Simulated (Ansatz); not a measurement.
**Lattice dynamics of Au (Fm-3m, 1 atom in the cell)**

Task: relax Au (Fm-3m, 1 atom in the cell), then find its harmonic phonons.

Calculated with Ansatz 0.2.0; DFT PBE, scalar-relativistic, plane waves, PAW.

The database entry behind the starting cell differs from later determinations by our own check (0.1 to 0.3 % short, probably kX units), so it need not match the best structure at ambient conditions.

### 1. The structure

Symmetry: Fm-3m, No. 225, cubic system. The conventional cell has a = 4.070 Å, b = 4.070 Å, c = 4.070 Å, α = 90.00°, β = 90.00°, γ = 90.00°. Nearest to Au lie 12 Au at 2.88 Å.

### 2. Rough relaxation

A rough relaxation comes first, because large forces or stress need no tight tolerances yet.

File input.yaml:

```yaml
crystal:
  lattice:
    - [0.0, 2.035, 2.035]
    - [2.035, 0.0, 2.035]
    - [2.035, 2.035, 0.0]
  atoms:
    - { symbol: Au, position: [0.0, 0.0, 0.0] }
kpoints:
  mp_grid: { grid: [8, 8, 8] }
hamiltonian:
  xc: pbe
scf:
  occupations: { method: gaussian, width: 0.1 }
output:
  forces: true
  stress: true
  eigenvalues: true
relax:
  adjacent_minimum: "off"
  f_tol: 0.05
  max_steps: 80
  cell: { stress_tol: 0.5 }
```

On the command line:

```
$ ansatz run input.yaml --threads 4 --pin off --max-ram 7168MiB --backend cpu --events-out ev --progress --plain --runs-dir out
```

Numbers of over 12 decimals in the logs are rounded to 6 here.

The log of the run:

```text
The last accepted step is kept in <dir> (removed where the run ends without a failure and the disk answers)
Engine: ansatz 0.2.0, aarch64-unknown-linux-gnu
Pseudopotentials: kind: paw
Pseudopotential: Au, paw, valence charge 19, recommended cutoff 420 eV (normal), Au.paw.azcp
Functional definition: PBE
  parameter kappa = 0.804
  parameter beta = 0.066725
  exchange = pbe_x(kappa = kappa, mu = beta*pi^2/3)
[...]
--- Relaxed structure (4 steps of the walk, 4 accepted, 1 SCFs on fresh bases) ---
  F+E_penalty+E_count = -13149.29503821 eV   max|allowed force component| = 0.000e0 eV/Å   (the final SCF, on the basis selected at the relaxed cell)
  cell:  # Å, volume = 18.0774 Å³
    - [0, 2.083063, 2.083063]
    - [2.083063, 0, 2.083063]
    - [2.083063, 2.083063, 0]
  atoms:
    - { symbol: Au, position: [0.0, 0.0, 0.0] }
[key lines of the parts left out:]
SCF converged after 4 iterations
Free energy (F): -13149.295038 eV
Fermi energy:    18.965639 eV
P = ⅓ Tr σ = -0.0921 GPa (-0.921 kbar)
```

It took 1.1 s on 4 threads of Arm Neoverse V1, shared host; peak memory 0.27 GiB.

The steps of the relaxation:

```tsv
step	energy less that of the first step (eV)	largest force component (eV/Å)	pressure (GPa)	volume (Å³)
1	0.0000	0.0000	11.83	16.85
2	-0.0021	0.0000	-8.22	19.44
3	-0.0397	0.0000	-1.65	18.29
4	-0.0409	0.0000	-0.07	18.08
5*	-0.0413	0.0000	-0.09	18.08
```

Relaxation steps marked * repeat the geometry before them on a plane-wave basis chosen anew for their cell, so energy and pressure can jump there.

```tsv
conventional cell, symmetrised	before	after	change
a (Å)	4.070	4.166	+2.4 %
b (Å)	4.070	4.166	+2.4 %
c (Å)	4.070	4.166	+2.4 %
volume (Å³/atom)	16.85	18.08	+7.3 %
```

Final coordinates:

```
Au
1.0
     0.00000    2.08306    2.08306
     2.08306    0.00000    2.08306
     2.08306    2.08306    0.00000
Au
1
Direct
  0.00000 0.00000 0.00000
```

This step gave:

* pressure: -0.09209 GPa
* volume per atom: 18.08 Å³
* gap on the k-mesh: 0 eV

In this step the volume went from 16.85 to 18.08 Å³/atom.

### 3. Bringing the structure to rest

Harmonic phonons are second derivatives at a point where the forces vanish, and they are wanted at zero stress, so atoms and cell are relaxed first.

input.yaml, the sections that differ from step 2:

```yaml
crystal:
  lattice:
    - [0.0, 2.0830626658, 2.0830626658]
    - [2.0830626658, 0.0, 2.0830626658]
    - [2.0830626658, 2.0830626658, 0.0]
  atoms:
    - { symbol: Au, position: [0.0, 0.0, 0.0] }
kpoints:
  mp_grid: { grid: [18, 18, 18] }
relax:
  adjacent_minimum: "off"
  f_tol: 0.005
  max_steps: 80
  cell: { stress_tol: 0.05 }
# hamiltonian, scf, output: as in step 2
```

The log of the run:

```text
[...]
Crystal: 1 atoms, lattice volume = 18.077 Å³
Basis set: ecut = 420 eV, 339 PW (Γ), exchange–correlation on 40×40×40 points (8 copies of the dense FFT grid, shifted against one another)
Bands: 14, of which v1, the nominal top of the filled ones, is band 10 counted from 1 (9 counted from 0)
Symmetry: 48 space group operations
[...]
k-points: 195 of 5832
[...]
k-point 2: bands = [... 6 lower, 14.9200, 14.9200, 16.1330, 16.1330, 34.0666, 35.2840, 37.8606, 37.8606]
  k-point 194: bands = [... 6 lower, 14.7168, 16.1070, 17.5727, 23.6815, 24.6666, 25.9949, 28.3255, 40.6693]
--- Relaxed structure (3 steps of the walk, 2 accepted, 1 SCFs on fresh bases) ---
[...]
cell:  # Å, volume = 17.9733 Å³
    - [0, 2.079057, 2.079057]
    - [2.079057, 0, 2.079057]
    - [2.079057, 2.079057, 0]
  atoms:
    - { symbol: Au, position: [0.0, 0.0, 0.0] }
[key lines of the parts left out:]
SCF converged after 4 iterations
Free energy (F): -13149.329483 eV
Fermi energy:    19.167550 eV
P = ⅓ Tr σ = -0.0192 GPa (-0.192 kbar)
```

Run time: 3.6 s. Hardware: 4 threads; peak memory 0.33 GiB.

The steps of the relaxation:

```tsv
step	energy less that of the first step (eV)	largest force component (eV/Å)	pressure (GPa)	volume (Å³)
1	0.0000	0.0000	-0.82	18.08
2	0.0004	0.0000	1.44	17.79
3	-0.0003	0.0000	-0.02	17.97
4*	-0.0003	0.0000	-0.02	17.97
```

Relaxation steps marked * repeat the geometry before them on a plane-wave basis chosen anew for their cell, so energy and pressure can jump there. Relaxation step 2 was tried and not accepted.

```tsv
conventional cell, symmetrised	before	after	change
a (Å)	4.166	4.158	-0.2 %
b (Å)	4.166	4.158	-0.2 %
c (Å)	4.166	4.158	-0.2 %
volume (Å³/atom)	18.08	17.97	-0.6 %
```

The relaxed structure:

```xyz
1
Lattice="0.0000 2.0791 2.0791 2.0791 0.0000 2.0791 2.0791 2.0791 0.0000" Properties=species:S:1:pos:R:3 pbc="T T T"
Au    0.0000    0.0000    0.0000
```

Numbers from this step:

| Item | Value |
| --- | --- |
| pressure | -0.01917 GPa |
| volume per atom | 17.97 Å³ |

In this step the volume went from 18.08 to 17.97 Å³/atom.

### 4. Tight relaxation

Phonons need a cell at rest on their own settings, so the relaxation is repeated with tight tolerances on forces and stress on the k mesh and occupations of the first response run.

File input.yaml:

```yaml
crystal:
  lattice:
    - [0.0, 2.0790566513, 2.0790566513]
    - [2.0790566513, 0.0, 2.0790566513]
    - [2.0790566513, 2.0790566513, 0.0]
  atoms:
    - { symbol: Au, position: [0.0, 0.0, 0.0] }
kpoints:
  mp_grid: { grid: [20, 20, 20] }
hamiltonian:
  xc: pbe
scf:
  occupations: { method: methfessel_paxton, width: 0.2 }
output:
  forces: true
  stress: true
  eigenvalues: true
relax:
  adjacent_minimum: "off"
  f_tol: 0.001
  max_steps: 60
  cell: { stress_tol: 0.01 }
```

The log of the run:

```text
[...]
Crystal: 1 atoms, lattice volume = 17.973 Å³
Basis set: ecut = 420 eV, 339 PW (Γ), exchange–correlation on 40×40×40 points (8 copies of the dense FFT grid, shifted against one another)
Bands: 14, of which v1, the nominal top of the filled ones, is band 10 counted from 1 (9 counted from 0)
Symmetry: 48 space group operations
[...]
k-points: 256 of 8000
[...]
k-point 255: bands = [... 6 lower, 14.3808, 16.0556, 17.5739, 23.6585, 25.3405, 25.3405, 28.3118, 41.3061]
--- Relaxed structure (1 steps of the walk, 1 accepted, 1 SCFs on fresh bases) ---
[...]
cell:  # Å, volume = 17.9733 Å³
    - [0.0, 2.0790566513, 2.0790566513]
    - [2.0790566513, 0.0, 2.0790566513]
    - [2.0790566513, 2.0790566513, 0.0]
  atoms:
    - { symbol: Au, position: [0.0, 0.0, 0.0] }
[key lines of the parts left out:]
SCF converged after 4 iterations
Free energy (F): -13149.328678 eV
Fermi energy:    19.172708 eV
P = ⅓ Tr σ = 0.0091 GPa (0.091 kbar)
```

The job ended after 2.4 s (4 threads; peak memory 0.35 GiB; 8.3 s of CPU time).

Little changed from the start: no atom moved by 0.005 Å and no cell edge by 0.1 %.

Numbers from this step:

```
pressure : 0.009144 GPa
```

The forces vanish by symmetry and the pressure is 0.009 GPa, within the tolerances set. The cell now holds 17.97 Å³/atom.

### 5. Phonons on a q mesh

Stability and thermal properties need the whole zone. Linear response on a 4×4×4 q mesh gives force constants as far as a supercell of that size would.

input.yaml, the sections that differ from step 4:

```yaml
output:
  eigenvalues: true
phonons:
  method: dfpt
  qmesh: [4, 4, 4]
  temperatures: { t_max: 1000, t_step: 50 }
  qpath:
    path:
      - [[0.0, 0.0, 0.0], [0.5, 0.0, 0.5], [0.625, 0.25, 0.625]]
      - [[0.375, 0.375, 0.75], [0.0, 0.0, 0.0], [0.5, 0.5, 0.5], [0.5, 0.25, 0.75], [0.5, 0.0, 0.5]]
    npoints: 10
# crystal, kpoints, hamiltonian, scf: as in step 4
# relax: removed
```

The log of the run:

```text
[...]
Crystal: 1 atoms, lattice volume = 17.973 Å³
Basis set: ecut = 420 eV, 339 PW (Γ), exchange–correlation on 40×40×40 points (8 copies of the dense FFT grid, shifted against one another)
Bands: 14, of which v1, the nominal top of the filled ones, is band 10 counted from 1 (9 counted from 0)
Symmetry: 48 space group operations
k-points: 256 of 8000
[...]
SCF iter   1: F=—  HF=-13149.328196 eV  |F-HF|=—  |Δ(HF+E_count)|=         —  Δρ=1.45e-3  dr2=6.05e-5  ethr=1.77e-3  ⟨swp⟩=4.1  Hψ=17068  notcnv=0
[...]
SCF iter   8: F=-13149.328678 eV  HF=-13149.328678 eV  |F-HF|=3.64e-12  |Δ(HF+E_count)|=  5.46e-12  S|Δr|=    0.00e0  Δρ=1.92e-8  dr2=5.36e-14  ethr=1.00e-12  ⟨swp⟩=5.9  Hψ=13673  notcnv=0
SCF 1 converged in 8 iterations: F = -13149.328678 eV  dr2 = 5.36e-14
[...]
NSCF: frozen V_eff on 256 k-points
[...]
DFPT response loops at q = (0, 0, 0) (fractional): preconditioner auto → Kerker (q_TF=auto, 2.754 Å⁻¹) (partly filled bands, converged f_vac=0.000); β = 1.00, the filter's whole step (`scf.mixing.beta` (0.50) is not read by the response loops under this deck's `scf.mixing.preconditioner`; to damp them name `kerker` or `kerker_dos`, under which they read `scf.mixing.beta`, and type it under 1.00, their step now; both keys bind the ground state too); Broyden in place of MSR1
[...]
SCF converged after 8 iterations
[...]
Free energy (F): -13149.328678 eV
[...]
Internal energy: -13149.329142 eV  (E = F + TS)
E sigma→0 (E₀):  -13149.328794 eV
Entropy (-TS):   0.000464 eV (0.464 meV/atom)
Fermi energy:    19.172708 eV
[...]
--- Band table (eV; the first three rows and the last of 256) ---
  k-point 0: bands = [... 6 lower, 14.7962, 14.7962, 16.1799, 16.1799, 33.7411, 37.4378, 37.4378, 37.4378]
  k-point 1: bands = [... 6 lower, 14.8243, 14.8243, 16.1674, 16.1674, 33.8324, 36.8487, 37.5285, 37.5285]
  k-point 2: bands = [... 6 lower, 14.9001, 14.9001, 16.1395, 16.1395, 34.0396, 35.5801, 37.7854, 37.7854]
  k-point 255: bands = [... 6 lower, 14.3808, 16.0556, 17.5739, 23.6585, 25.3405, 25.3405, 28.3118, 41.3061]
--- Phonons (Γ-DFPT): 1 representative perturbation + reference (Σ response iterations 3) ---
  ASR residual: 3.829e-5 → 0.000e0 eV/Å²; symmetrization residual: 1.516e-12 eV/Å²
  ASR residual per site (eV/Å²): 3.83e-5
  Γ frequencies (cm⁻¹): 0.00 0.00 0.00
--- Phonons (arbitrary-q DFPT): 8 irreducible q on the 4×4×4 mesh ---
  q = [0.0000, 0.0000, 0.0000] (star 1, of the zone-centre solve; hermiticity 1.50e-9, symmetrization 3.96e-8): -0.00 -0.00 -0.00
  q = [0.0000, 0.0000, 0.2500] (star 8, 1 solved perturbation on 4200 of 8000 k-point pairs; hermiticity 1.97e-7, symmetrization 9.87e-8): 33.70 33.70 94.44
[...]
q = [0.0000, 0.2500, 0.2500] (star 6, 2 solved perturbations in 3420 linear systems a pass and spin channel, the states on 2210 of 8000 k-point pairs; hermiticity 2.77e-8, symmetrization 1.42e-8): 48.89 48.89 99.28
[...]
sum rule: each row above includes the acoustic sum rule's correction from the zone centre's row sums; it moved no ω² by more than (0.23 cm⁻¹)²
  mesh force constants: q→R imaginary residual 0.00e0; ASR residual 3.829e-5 → 0.000e0 eV/Å²; symmetrization residual 4.441e-15 eV/Å²
  interpolated dispersion: 62 rows × 3 modes
  density of states and harmonic sums: on the 28×28×28 q-mesh, interpolated from the force constants of a 4×4×4 supercell (no non-analytic term)
  largest difference from the sums on the solved wave vectors: F 1.52e-2 eV, S 1.92e-5 and C_V 4.06e-6 eV/K
  zero-point energy: 0.014794 eV/cell   skipped modes (ω ≤ 0): 3   left out of the sums: 4.56e-5 of the cell's modes: C_V's classical limit lies that fraction below 3 k_B per atom; for a crystal, a wire or a layer, F and S can be off by more, and a phonons.interpolated_qmesh denser along its periods is the remedy for the sampling
```

Elapsed: 3 min, on 4 threads; peak memory 4.1 GiB; 12 min of CPU time.

In the SCF lines HF is the Harris–Foulkes energy and dr2 the Hartree energy of the density residual, in eV; the loop may stop once dr2 is under the threshold and the program's other checks hold. Hψ counts applications of the Hamiltonian.

Numbers from this step:

```
sum-rule residual before enforcement                    : 3.83e-5 eV/Å²
lowest frequency on the path                            : 0 cm⁻¹
highest frequency on the path or at a solved wavevector : 137 cm⁻¹
mean frequency                                          : 79.6 cm⁻¹
Debye temperature (second moment)                       : 158 K
logarithmic mean frequency                              : 73.2 cm⁻¹
lowest mode on the q mesh (acoustic modes at Γ apart)   : 33.7 cm⁻¹
zero-point energy per atom                              : 14.79 meV
heat capacity at 300 K                                  : 24.6 J/(mol atoms K)
vibrational entropy at 300 K                            : 51.24 J/(mol atoms K)
```

Frequencies (cm⁻¹) solved at each irreducible wavevector; negative means imaginary. Frequencies by wavevector, by row:

```tsv
q in reciprocal lattice units	star	mode 1	mode 2	mode 3
0 0 0	1	0	0	0
0 0 0.25	8	33.7	33.7	94.4
0 0 -0.5	4	53.3	53.3	137
0 0.25 0.25	6	48.9	48.9	99.3
0 0.25 -0.5	24	62.8	76.9	123.8
0 0.25 -0.25	12	49.4	75.9	115.7
0 -0.5 -0.5	3	76.8	76.8	133.9
0.25 -0.5 -0.25	6	73.7	104.8	104.8
```

Interpolated from a 4×4×4 q mesh. Phonon branches along the path, in cm⁻¹:

```tsv
point	branch 1	branch 2	branch 3
Γ	0	0	0
halfway	49	49	99
X	77	77	134
halfway	74	82	130
U	68	96	117
jump to K	68	96	117
halfway	38	54	104
Γ	0	0	0
halfway	34	34	94
L	53	53	137
halfway	60	80	124
W	74	105	105
halfway	75	84	125
X	77	77	134
```

The phonon branches as a text plot (rows in cm⁻¹):

```
    134 |           ***                         *****          **
    128 |         **   *                       *     *        *
    123 |        *      **                    *       *      *
    117 |                 *  **                        **   *
    111 |       *           *  *             *             *
    106 |                  *    *                        **
    100 |      *                                           *
     94 |                ** *               *           *   *
     88 |               *        *                     *     *
     83 |    **        *     **                               *
     77 |           ****                   *          *     *****
     71 |         **    **        **                 *   ***
     66 |   *    *        **   *                    *   *
     60 |       *           *             *        *  **
     54 |                    ** *               ******
     49 |      *                    *          *
     43 |  *                   * *       *   **
     37 |    **                 *
     31 |   *                    ***        *
     26 |                            *     *
     20 | **                      ***   * *
     14 |                           *    *
      9 | *                          *  *
      3 |*                            **
         Γ           X  U|K            Γ         L        W     X
```

Tetrahedra on a 28×28×28 mesh, mean over bins of 2 cm-1. Interpolated from a 4×4×4 q mesh. Table of phonon density of states by wavenumber; read off at these points:

```tsv
wavenumber (cm⁻¹)	phonon density of states (1/cm⁻¹/cell)
1.0	1.0e-5
7.0	5.5e-4
13.0	0.0019
21.0	0.00473
27.0	0.0076
33.0	0.0113
39.0	0.0162
47.0	0.0267
53.0	0.0488
55.0	0.0531
59.0	0.0493
65.0	0.0454
73.0	0.0411
79.0	0.0233
85.0	0.021
91.0	0.0186
99.0	0.0142
105.0	0.00689
111.0	0.0203
117.0	0.0449
123.0	0.0530
125.0	0.0370
131.0	0.0159
137.0	8.4e-4
```

Second derivatives of the energy by pair, one row for each kind of neighbour of each atom listed. Each entry sums the pair over the periodic images of the supercell that the q mesh stands for, and in a polar crystal it holds the long-range dipole part too. Force constants by pair, by row:

```tsv
atom	neighbour	distance (Å)	third of the trace (eV/Å²)	along the pair's line (eV/Å²)
Au1	itself	0	5.253	–
Au1	Au	2.94	-0.4196	-1.783
Au1	Au	4.158	-0.0414	-0.2294
Au1	Au	5.093	-0.0159	-0.0423
Au1	Au	5.88	0.0623	0.1962
Au1	Au	6.575	0.003	0.0033
Au1	Au	7.202	-0.006	-0.006
```

Harmonic thermodynamic functions per atom, from the density of states. Interpolated from a 4×4×4 q mesh. Thermodynamic functions, by row:

```tsv
T (K)	F_vib (meV/atom)	S (J/mol-atom/K)	C_V (J/mol-atom/K)
0	14.79	0	0
50	12.65	11.53	16.35
100	2.91	25.15	22.14
200	-32.39	41.34	24.18
300	-80.7	51.24	24.6
400	-137.7	58.34	24.75
500	-201.1	63.87	24.82
600	-269.7	68.4	24.86
700	-342.6	72.24	24.88
800	-419.3	75.56	24.89
900	-499.1	78.49	24.9
1000	-581.9	81.12	24.91
```

Harmonic mean-square displacement, third of the trace. Interpolated from a 4×4×4 q mesh. Mean square displacements, by row:

```tsv
T (K)	Au1 U_eq (Å²)
0	0.0013
100	0.00395
300	0.01132
600	0.02254
```

Symmetry leaves 8 wavevectors to solve. The lowest mode among them, the acoustic zeros apart, lies at q = (0, 0, 0.25) and is real, 33.7 cm⁻¹.

(Continued in part 2 of 2.)

[Logs are printed without paths, hosts, clocks, repeated set-up lines and the standing remarks that a program may print on its own settings, such as how far it seeks lower states.]

[Hosts, paths, dates, database ids (printed as entryN), source tags and the programs' standing remarks are cut or masked in the printed files.]
